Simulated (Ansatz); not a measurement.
# Antimonene bilayer (AA') in a perpendicular field, part 2 of 2

Wanted: the out-of-plane response of the antimonene bilayer (AA'). A positive field points along +c.

Ansatz 0.2.0; plane-wave DFT, PBE-D3(BJ), Ansatz PAW.

So far. Step 2 (Relaxation): The lattice constant a goes from 4.120 to 4.066 Å.

### Step 3. Atoms held, field 0, start network

A sawtooth potential applies the field, turning back in the middle of the vacuum. With the dipole correction the typed value is the field outside the slab. The induced dipole is small, so the SCF threshold is tight.

The cell differs from the one that the last finished run ended in (c 43.600 → 25.346 Å).

The input, input.yaml:

```yaml
crystal:
  lattice:
    - [4.0661113532, 0.0, 0.0]
    - [-2.0330556766, 3.5213557265, 0.0]
    - [0.0, 0.0, 25.3457985345]
  atoms:
    - { symbol: Sb, position: [0.6666666667, 0.3333333333, 0.3550884375] }
    - { symbol: Sb, position: [0.3333333333, 0.6666666667, 0.4202802485] }
    - { symbol: Sb, position: [0.3333333333, 0.6666666667, 0.5797197515] }
    - { symbol: Sb, position: [0.6666666667, 0.3333333333, 0.6449115625] }
kpoints:
  mp_grid: { grid: [12, 12, 1] }
  band_path:
    path: [[0, 0, 0], [0.5, 0, 0], [0.33333333, 0.33333333, 0], [0, 0, 0]]
    npoints: 16
hamiltonian:
  xc: pbe
  dispersion: d3bj
scf:
  occupations: { method: fermi_dirac, width: 0.02585 }
  convergence: { dr2_threshold: 1.0e-10 }
efield:
  axis: 3
  dipole_correction: true
  ramp_position: 0.97
  ramp_width: 0.06
  amplitude: 0
output:
  dos: { projected: true, e_range: [-6, 5] }
  write_potential: true
  write_density: true
  volumetric_format: npy
  elf: true
```

On the command line:

```sh
> ansatz run input.yaml --threads 2 --pin off --max-ram 3072MiB --backend cpu --events-out ev --progress --plain --runs-dir out
```

What it wrote:

```text
[...]
Crystal: 4 atoms, lattice volume = 362.907 Å³
Basis set: ecut = 420 eV, 7069 PW (Γ)
Bands: 36, of which v1, the nominal top of the filled ones, is band 30 counted from 1 (29 counted from 0)
Symmetry: 6 space group operations
k-points: 19 of 144 (time reversal used)
[...]
SCF iter   1: F=—  HF=-25938.741436 eV  |F-HF|=—  |Δ(HF+E_count)|=         —  Δρ=8.67e-4  dr2=4.42e-3  ethr=1.77e-3  p=0.000 e·Å  D=2.40e-14 V/Å  ΔV_dip=-0.00 eV  dr2_dipole=1.92e-8  V_vac-E_F(+/−)=4.40/4.40 eV  ⟨swp⟩=9.8  Hψ=3372  notcnv=0
efield: sawtooth ramp at fractional position 0.9700 (set: `efield.ramp_position`, or a place that a band, a saddle search or an elastic batch's reference lends), width 0.0600; the density the first Hamiltonian is built on has a dipole p = 0.000 e·Å; the dipole correction subtracts the counter field D = 2.40e-14 V/Å, which shifts the + side's vacuum level by -0.00 eV against the − side's; the planar-averaged density in the ramp window peaks in size at 4.6e-6 e/Å³
[...]
SCF iter   2: F=—  HF=-25938.742077 eV  |F-HF|=—  |Δ(HF+E_count)|=   6.40e-4  Δρ=5.67e-4  dr2=4.17e-3  ethr=7.37e-6  p=0.000 e·Å  D=2.97e-5 V/Å  ΔV_dip=-0.00 eV  dr2_dipole=7.67e-8  V_vac-E_F(+/−)=4.31/4.31 eV  ⟨swp⟩=2.7  Hψ=1543  notcnv=0  defer=24
[...]
SCF iter  11: F=-25938.743059 eV  HF=-25938.743059 eV  |F-HF|=2.91e-11  |Δ(HF+E_count)|=  1.35e-10  Δρ=8.37e-8  dr2=6.92e-11  ethr=1.00e-12  p=-0.000 e·Å  D=-4.38e-7 V/Å  ΔV_dip=0.00 eV  dr2_dipole=1.52e-11  V_vac-E_F(+/−)=4.26/4.26 eV  ⟨swp⟩=7.1  Hψ=2593  notcnv=0
SCF 1 converged in 11 iterations: F = -25938.743059 eV  dr2 = 6.92e-11
[...]
NSCF: frozen V_eff on 49 k-points
efield: sawtooth ramp at fractional position 0.9700 (kept from the solve that this one continues, or follows in the run), width 0.0600; the density the first Hamiltonian is built on has a dipole p = -0.000 e·Å; the dipole correction subtracts the counter field D = -4.38e-7 V/Å, which shifts the + side's vacuum level by +0.00 eV against the − side's; the planar-averaged density in the ramp window peaks in size at 1.6e-8 e/Å³
[...]
SCF converged after 11 iterations
Free energy (F): -25938.743059 eV
[...]
Internal energy: -25938.743059 eV  (E = F + TS)
E sigma→0 (E₀):  -25938.743059 eV
Fermi energy:    0.476865 eV
Dipole field:    D = 0.000003 V/Å  (p = 0.000007 e·Å, saw-weighted, corrected)
Work function:   Φ+ = 4.2557 eV   Φ− = 4.2558 eV
Levels:          The Fermi level and band energies are counted from a zero that moves with the ramp; work functions are not
[...]
--- Band table (eV; the first three rows and the last of 19) ---
  k-point 0: bands = [... 26 lower, -0.0019, -0.0019, 0.0495, 0.0495, 1.5682, 2.0057, 2.7467, 2.7467, ... 2 higher]
  k-point 1: bands = [... 26 lower, -0.7033, -0.1807, -0.1618, -0.1295, 2.0568, 2.3614, 2.6431, 2.8948, ... 2 higher]
  k-point 2: bands = [... 26 lower, -1.1453, -0.5755, -0.5244, -0.1465, 1.6495, 1.9200, 3.1994, 3.2178, ... 2 higher]
  k-point 18: bands = [... 26 lower, -2.3435, -2.0131, -1.8765, -1.5970, 1.0898, 1.5393, 3.0623, 3.0769, ... 2 higher]
```

Wall time 47 s (2 threads of Arm Neoverse N1, shared host); peak memory 0.71 GiB.

Numbers from this step:

| Item | Value |
| --- | --- |
| dipole along the normal | 6.92e-6 e·Å |
| gap along the path | 0.8823 eV |
| smallest direct gap along the path | 1.385 eV |
| ionisation energy, upper face | 4.683 eV |
| electron affinity, upper face | 3.801 eV |
| gap, the smaller of path and mesh | 0.8797 eV |

Running mean over a fixed 2.7 Å (it still follows the layers) of the planar mean; the ramp of the sawtooth is left out. Table of electron's electrostatic potential energy less the Fermi level by z:

z (Å), electron's electrostatic potential energy less the Fermi level (eV) and a bar from the least value:
```
      3.5       4.26 ##############################
      4.0       4.26 ##############################
      4.5       4.25 ##############################
      5.0       4.25 ##############################
      5.5       4.23 ##############################
      6.0       4.17 ##############################
      6.5       3.95 #############################
      7.0       3.16 ###########################
      7.5       1.58 ######################
      8.0      -0.28 ################
      8.5      -2.04 ##########
      9.0      -3.71 #####
      9.5      -5.05 #
     10.0      -5.28 
     10.5      -4.20 ####
     11.0      -2.59 #########
     11.5      -0.91 ##############
     12.0       0.79 ###################
     12.5       2.01 #######################
     13.0       1.75 ######################
     13.5       0.28 ##################
     14.0      -1.44 ############
     14.5      -3.10 #######
     15.0      -4.63 ##
     15.5      -5.36 
     16.0      -4.72 ##
     16.5      -3.20 #######
     17.0      -1.51 ############
     17.5       0.30 ##################
     18.0       2.13 #######################
     18.5       3.49 ############################
     19.0       4.05 #############################
     19.5       4.20 ##############################
     20.0       4.24 ##############################
     20.5       4.25 ##############################
     21.0       4.25 ##############################
     21.5       4.26 ##############################
     22.0       4.26 ##############################
```

The density of states has structure finer than the step of the table below, so its rows give means over 0.2 eV. Peaks (eV: height): -3.79: 12.4, -3.52: 16.4, -2.61: 5.77, -2.31: 6.28, -1.64: 7.84, -0.62: 13.0, 1.14: 6.18.

The density of states by energy, zero at the Fermi level of the run, which the smearing sets inside the gap; means over each step:

energy (eV), density of states (states/eV a cell) and a bar:
```
     -4.4        0.0 
     -4.2        0.1 
     -4.0        1.3 #######
     -3.8        5.1 ###########################
     -3.6        5.2 ############################
     -3.4        3.3 ##################
     -3.2        2.1 ###########
     -3.0        3.0 ################
     -2.8        2.9 ###############
     -2.6        3.4 ##################
     -2.4        3.3 ##################
     -2.2        4.7 #########################
     -2.0        4.0 #####################
     -1.8        5.0 ###########################
     -1.6        5.7 ##############################
     -1.4        2.8 ###############
     -1.2        2.1 ###########
     -1.0        1.9 ##########
     -0.8        2.0 ###########
     -0.6        2.9 ###############
     -0.4        0.1 
     -0.2        0.0 
      0.0        0.0 
      0.2        0.0 
      0.4        0.0 
      0.6        0.9 #####
      0.8        1.9 ##########
      1.0        2.8 ###############
      1.2        4.4 #######################
      1.4        3.3 #################
      1.6        4.5 ########################
      1.8        3.7 ####################
```

Projected DOS per atom over height of the atomic layer and energy from the Fermi level. Layers: Sb Sb Sb Sb from below.

Ten even steps from '0' (0.00 states/eV) to '9' (1.33 states/eV), each cell a mean:
```
5555
6666
7667
3333
0000
0000
0000
4444
3333
6556
9999
8888
6556
5555
4444
8888
3443
0000
0000
0000
0000
0000
```
Columns: height of the atomic layer (Å) from 9 to 16.3 (not evenly spaced); rows upwards: energy from the Fermi level (eV) from -5.96 to 2.05.

The electronic bands at the labelled points (eV, zero at the Fermi level of the run, which the smearing sets inside the gap):

| point | band 27 | band 28 | band 29 | band 30 | band 31 | band 32 | band 33 | band 34 |
| --- | --- | --- | --- | --- | --- | --- | --- | --- |
| Γ | -0.48 | -0.48 | -0.43 | -0.43 | 1.09 | 1.53 | 2.27 | 2.27 |
| halfway | -1.58 | -1.47 | -1.42 | -0.75 | 0.64 | 1.07 | 2.77 | 2.90 |
| M | -2.38 | -2.10 | -2.05 | -1.87 | 0.93 | 1.32 | 1.38 | 2.35 |
| halfway | -2.88 | -2.58 | -2.33 | -1.85 | 1.12 | 1.68 | 2.17 | 2.34 |
| K | -2.82 | -2.49 | -2.35 | -2.07 | 0.61 | 1.06 | 2.59 | 2.60 |
| halfway | -2.43 | -2.36 | -1.53 | -0.74 | 1.39 | 1.94 | 2.08 | 2.38 |
| Γ | -0.48 | -0.48 | -0.43 | -0.43 | 1.09 | 1.53 | 2.27 | 2.27 |

Valence density in the ca plane at fractional y = 0.333, with atoms of Sb within 0.2 Å of it. It is the smooth field of the valence electrons, not physical close to the nuclei.

Ten steps, logarithmic in the rise over the least value, from '0' (0 e/Å³) to '9' (18 e/Å³), each cell a mean:
```
00000000122221110000000001111222210000000000
00000001245432110000000000112355321000000000
00000002368852100000000000113688631000000000
00000012479963100000000000013799731000000000
00000001368752100000000000113588531000000000
00000001234432110000000000112344321000000000
00000000112221111000000001111222110000000000
00000000001111111100000011111111000000000000
00000000000111111100000011111100000000000000
00000000000111111100000011111100000000000000
00000000011111111000000011111111100000000000
```
Columns run along c (16.0 Å, from fractional 0.21 to 0.84 of the cell), rows up along a (4.1 Å). Atoms in or near the plane, at fractional coordinates: Sb at (0.36, 0.67), Sb at (0.64, 0.67).

ELF in the ca plane at fractional y = 0.333, with atoms of Sb within 0.2 Å of it. It is the smooth field of the valence electrons, not physical close to the nuclei.

Values, 6 rows by 16 columns, each cell a mean:
```
0.03 0.32 0.71 0.45 0.42 0.44 0.22 0.03 0.18 0.39 0.45 0.40 0.70 0.42 0.06 0.00
0.09 0.56 0.76 0.16 0.17 0.27 0.05 0.01 0.03 0.22 0.23 0.08 0.68 0.66 0.14 0.01
0.07 0.52 0.76 0.23 0.22 0.31 0.07 0.01 0.05 0.25 0.28 0.16 0.69 0.62 0.12 0.01
0.02 0.22 0.60 0.50 0.48 0.48 0.33 0.05 0.27 0.45 0.51 0.46 0.63 0.30 0.03 0.00
0.00 0.01 0.08 0.20 0.40 0.45 0.59 0.11 0.53 0.48 0.42 0.23 0.10 0.02 0.00 0.00
0.00 0.04 0.19 0.32 0.45 0.48 0.55 0.10 0.49 0.49 0.47 0.34 0.22 0.05 0.01 0.00
```
Columns run along c (16.0 Å, from fractional 0.21 to 0.84 of the cell), rows up along a (4.1 Å). Atoms in or near the plane, at fractional coordinates: Sb at (0.36, 0.67), Sb at (0.64, 0.67).

Electrostatic potential energy in the ca plane at fractional y = 0.333, with atoms of Sb within 0.2 Å of it. With pseudopotentials it is smooth inside the atoms' cores, unlike the true potential.

Ten even steps from '0' (-27 eV) to '9' (5 eV), each cell a mean:
```
99999999864568889999999998887655689999999999
99999998510026899999999999985200268999999999
99999997200004899999999999973000037999999999
99999996100003799999999999972000027999999999
99999997200004899999999999973000048999999999
99999998521136899999999999986311368999999999
99999999865678888999999998888766789999999999
99999999988888778899999988778888999999999999
99999999999988767899999987678899999999999999
99999999999988767899999987678899999999999999
99999999988888878899999988788888899999999999
```
Columns run along c (16.0 Å, from fractional 0.21 to 0.84 of the cell; values clipped at the 3rd and 97th percentile), rows up along a (4.1 Å). Atoms in or near the plane, at fractional coordinates: Sb at (0.36, 0.67), Sb at (0.64, 0.67).

The gap is 0.88 eV, with the valence edge 4.68 eV and the conduction edge 3.80 eV under the upper vacuum level. Spin-orbit coupling, left out in this run, matters for the bands of elements this heavy.

### Step 4. Single point, field 0.1 V/Å

Edit input.yaml of step 3 so:

```diff
@@ -24,7 +24,6 @@
   dipole_correction: true
-  ramp_position: 0.97
-  ramp_width: 0.06
-  amplitude: 0
+  ramp_position: 0.9641
+  ramp_width: 0.0718
+  amplitude: 0.1
 output:
-  dos: { projected: true, e_range: [-6, 5] }
   write_potential: true
@@ -32,2 +31 @@
   volumetric_format: npy
-  elf: true
```

What it wrote:

```text
[...]
Crystal: 4 atoms, lattice volume = 362.907 Å³
Basis set: ecut = 420 eV, 7069 PW (Γ)
Bands: 36, of which v1, the nominal top of the filled ones, is band 30 counted from 1 (29 counted from 0)
Symmetry: 6 space group operations
k-points: 19 of 144 (time reversal used)
[...]
k-point 0: bands = [... 26 lower, -0.0311, -0.0311, 0.0772, 0.0772, 1.5620, 2.0103, 2.7281, 2.7281, ... 2 higher]
  k-point 1: bands = [... 26 lower, -0.6716, -0.2099, -0.1607, -0.1017, 2.0481, 2.3675, 2.6335, 2.8893, ... 2 higher]
  k-point 2: bands = [... 26 lower, -1.1479, -0.6047, -0.4966, -0.1449, 1.6400, 1.9278, 3.1856, 3.2079, ... 2 higher]
  k-point 18: bands = [... 26 lower, -2.3469, -2.0319, -1.8591, -1.5951, 1.0837, 1.5439, 3.0589, 3.0729, ... 2 higher]
[key lines of the parts left out:]
SCF converged after 12 iterations
Free energy (F): -25938.746747 eV
Fermi energy:    0.486778 eV
Dipole field:    D = 0.036783 V/Å  (p = 0.073770 e·Å, saw-weighted, corrected)
```

Wall time 47 s (2 threads); peak memory 0.63 GiB.

The dipole is 0.0738 e·Å, and the gap 0.847 eV.

### Step 5. Atoms held, field -0.1 V/Å

Edit input.yaml of step 4 so:

```diff
@@ -26,3 +26,3 @@
   ramp_width: 0.0718
-  amplitude: 0.1
+  amplitude: -0.1
 output:
```

What it wrote:

```text
[...]
Crystal: 4 atoms, lattice volume = 362.907 Å³
Basis set: ecut = 420 eV, 7069 PW (Γ)
Bands: 36, of which v1, the nominal top of the filled ones, is band 30 counted from 1 (29 counted from 0)
Symmetry: 6 space group operations
k-points: 19 of 144 (time reversal used)
[...]
k-point 0: bands = [... 26 lower, -0.0311, -0.0311, 0.0772, 0.0772, 1.5620, 2.0103, 2.7281, 2.7281, ... 2 higher]
  k-point 1: bands = [... 26 lower, -0.6716, -0.2099, -0.1607, -0.1017, 2.0481, 2.3675, 2.6335, 2.8893, ... 2 higher]
  k-point 2: bands = [... 26 lower, -1.1479, -0.6047, -0.4966, -0.1449, 1.6400, 1.9278, 3.1856, 3.2079, ... 2 higher]
  k-point 18: bands = [... 26 lower, -2.3469, -2.0319, -1.8591, -1.5951, 1.0837, 1.5439, 3.0589, 3.0729, ... 2 higher]
[key lines of the parts left out:]
SCF converged after 12 iterations
Free energy (F): -25938.746747 eV
Fermi energy:    0.486778 eV
Dipole field:    D = -0.036783 V/Å  (p = -0.073769 e·Å, saw-weighted, corrected)
```

It took 47 s on 2 threads; peak memory 0.62 GiB; 93 s of CPU time.

The dipole is -0.0738 e·Å, and the gap 0.847 eV.

### Step 6. Atoms held, field 0.2 V/Å

Edit input.yaml of step 5 so:

```diff
@@ -26,3 +26,3 @@
   ramp_width: 0.0718
-  amplitude: -0.1
+  amplitude: 0.2
 output:
```

What it wrote:

```text
[...]
Crystal: 4 atoms, lattice volume = 362.907 Å³
Basis set: ecut = 420 eV, 7069 PW (Γ)
Bands: 36, of which v1, the nominal top of the filled ones, is band 30 counted from 1 (29 counted from 0)
Symmetry: 6 space group operations
k-points: 19 of 144 (time reversal used)
[...]
k-point 0: bands = [... 26 lower, -0.0776, -0.0776, 0.1193, 0.1193, 1.5443, 2.0233, 2.6887, 2.6887, ... 2 higher]
  k-point 1: bands = [... 26 lower, -0.6259, -0.2565, -0.1575, -0.0596, 2.0238, 2.3837, 2.6079, 2.8514, ... 2 higher]
  k-point 2: bands = [... 26 lower, -1.1555, -0.6513, -0.4544, -0.1403, 1.6144, 1.9483, 3.1522, 3.1779, ... 2 higher]
  k-point 18: bands = [... 26 lower, -2.3569, -2.0733, -1.8220, -1.5896, 1.0662, 1.5569, 3.0488, 3.0613, ... 2 higher]
[key lines of the parts left out:]
SCF converged after 12 iterations
Free energy (F): -25938.757815 eV
Fermi energy:    0.500512 eV
Dipole field:    D = 0.073601 V/Å  (p = 0.147611 e·Å, saw-weighted, corrected)
```

The job ended after 49 s (2 threads; peak memory 0.62 GiB).

The dipole is 0.148 e·Å, and the gap 0.791 eV.

### Step 7. Atoms held, field 0.3 V/Å

Edit input.yaml of step 6 so:

```diff
@@ -24,5 +24,5 @@
   dipole_correction: true
-  ramp_position: 0.9641
-  ramp_width: 0.0718
-  amplitude: 0.2
+  ramp_position: 0.9613
+  ramp_width: 0.0775
+  amplitude: 0.3
 output:
```

What it wrote:

```text
[...]
Crystal: 4 atoms, lattice volume = 362.907 Å³
Basis set: ecut = 420 eV, 7069 PW (Γ)
Bands: 36, of which v1, the nominal top of the filled ones, is band 30 counted from 1 (29 counted from 0)
Symmetry: 6 space group operations
k-points: 19 of 144 (time reversal used)
[...]
k-point 0: bands = [... 26 lower, -0.1274, -0.1274, 0.1611, 0.1611, 1.5166, 2.0424, 2.6421, 2.6421, ... 2 higher]
  k-point 1: bands = [... 26 lower, -0.5809, -0.3063, -0.1526, -0.0178, 1.9876, 2.4036, 2.5731, 2.8057, ... 2 higher]
  k-point 2: bands = [... 26 lower, -1.1680, -0.7012, -0.4126, -0.1333, 1.5776, 1.9760, 3.1093, 3.1223, ... 2 higher]
  k-point 18: bands = [... 26 lower, -2.3734, -2.1232, -1.7798, -1.5811, 1.0389, 1.5761, 3.0319, 3.0421, ... 2 higher]
[key lines of the parts left out:]
SCF converged after 12 iterations
Free energy (F): -25938.776276 eV
Fermi energy:    0.509999 eV
Dipole field:    D = 0.110505 V/Å  (p = 0.221623 e·Å, saw-weighted, corrected)
```

The job ended after 49 s (2 threads; peak memory 0.63 GiB).

The dipole is 0.222 e·Å, and the gap 0.726 eV.

### Step 8. Response, atoms held

This step: plane-wave DFT, PBE-D3(BJ), Ansatz PAW; response to a field along the normal, atoms held (Ansatz 0.2.0).

The dipoles give the slope, and the difference of two potentials shows where the field is screened.

Numbers from this step:

```yaml
equivalent_conductor_thickness_p_eps_0ae: 9.323 Å
distance_between_the_outer_atoms: 7.346 Å
```

Dipole of the cell against applied field:

| applied field (V/Å) | dipole of the cell (e·Å) |
| --- | --- |
| -0.100 | -0.0738 |
| 0.000 | 6.9e-6 |
| 0.100 | 0.0738 |
| 0.200 | 0.148 |
| 0.300 | 0.222 |

Local field over the applied field, running mean. From the potentials at -0.1 and 0.1 V/Å; running mean over 2.8 Å. The local field over applied field by z:

z (Å), local field over applied field and a bar:
```
        5      0.984 ##############################
        6      0.912 ###########################
        7      0.686 #####################
        8      0.365 ###########
        9      0.090 ##
       10      0.010 
       11      0.117 ###
       12      0.291 #########
       13      0.321 #########
       14      0.183 #####
       15      0.026 
       16      0.039 #
       17      0.256 #######
       18      0.579 #################
       19      0.855 ##########################
       20      0.970 #############################
       21      0.995 ##############################
```

Electrons, planar mean, per unit field. Table of induced electron density by z:

| z (Å) | induced electron density (e/Å³ per V/Å) |
| --- | --- |
| 4.5 | 2.6e-5 |
| 5.0 | 6.7e-5 |
| 5.5 | 1.7e-4 |
| 6.0 | 4.0e-4 |
| 6.5 | 8.9e-4 |
| 7.0 | 0.00182 |
| 7.5 | 0.00294 |
| 8.0 | 0.00280 |
| 8.5 | 0.00116 |
| 9.0 | 9.7e-4 |
| 9.5 | 3.0e-4 |
| 10.0 | -1.3e-4 |
| 10.5 | -5.8e-4 |
| 11.0 | -7.6e-4 |
| 11.5 | -0.00188 |
| 12.0 | -0.00210 |
| 12.5 | -6.1e-4 |
| 13.0 | 0.00114 |
| 13.5 | 0.00231 |
| 14.0 | 0.00139 |
| 14.5 | 7.7e-4 |
| 15.0 | 4.1e-4 |
| 15.5 | -6.1e-6 |
| 16.0 | -4.5e-4 |
| 16.5 | -0.00107 |
| 17.0 | -0.00153 |
| 17.5 | -0.00310 |
| 18.0 | -0.00264 |
| 18.5 | -0.00148 |
| 19.0 | -7.0e-4 |
| 19.5 | -3.1e-4 |
| 20.0 | -1.3e-4 |
| 20.5 | -5.0e-5 |
| 21.0 | -1.9e-5 |

The smaller of the gaps on the path and on the k-mesh, counted as 0 under 0.03 eV. The gap by applied field:

| applied field (V/Å) | gap (eV) |
| --- | --- |
| -0.100 | 0.847 |
| 0.000 | 0.880 |
| 0.100 | 0.847 |
| 0.200 | 0.791 |
| 0.300 | 0.726 |

By hand: between -0.1 and 0.1 V/Å the dipole changes by 0.1475 e·Å, a slope of 0.7377 e·Å²/V. A perfect conductor of thickness t has p = ε₀AEt, so t = 180.95 × 0.7377 / 14.318 = 9.32 Å (e/ε₀ = 180.95 V·Å, A in Å²).

The induced dipole is that of a conductor 9.32 Å thick.

### Step 9. Results

| Quantity | Value |
| --- | --- |
| gap without field | 0.880 eV |
| ionisation energy, upper face | 4.68 eV |
| electron affinity, upper face | 3.80 eV |
| equivalent conductor thickness, atoms held | 9.32 Å |

In words: The induced dipole equals that of a perfect conductor 9.32 Å thick, while the outer atoms lie 7.35 Å apart; an out-of-plane ε follows only once a thickness t is chosen, by 1 − 1/ε = 9.32 Å / t. The gap goes from 0.88 eV to 0.73 eV at 0.3 V/Å. Semilocal functionals give gaps that are too small, and excitons are not included. Spin-orbit coupling is left out, which matters for the bands of elements this heavy.

[Long decimals in the printed logs are rounded to 6 places.]

[Logs are printed without paths, hosts, clocks, repeated set-up lines and the standing remarks that a program may print on its own settings, such as how far it seeks lower states.]

[Hosts, paths, dates, database ids (printed as entryN), source tags and the programs' standing remarks are cut or masked in the printed files.]

[Maps of the electrostatic potential energy from Ansatz leave out the sawtooth potential of an applied field or a dipole correction, so their vacuum need not be flat; planar profiles and work functions include it.]

[The density of states shown here was stored with 400 of the rows of the run's finer table, so its peaks can read low, often by over a quarter, or be missed, and its means over a window can be off by a tenth or more.]
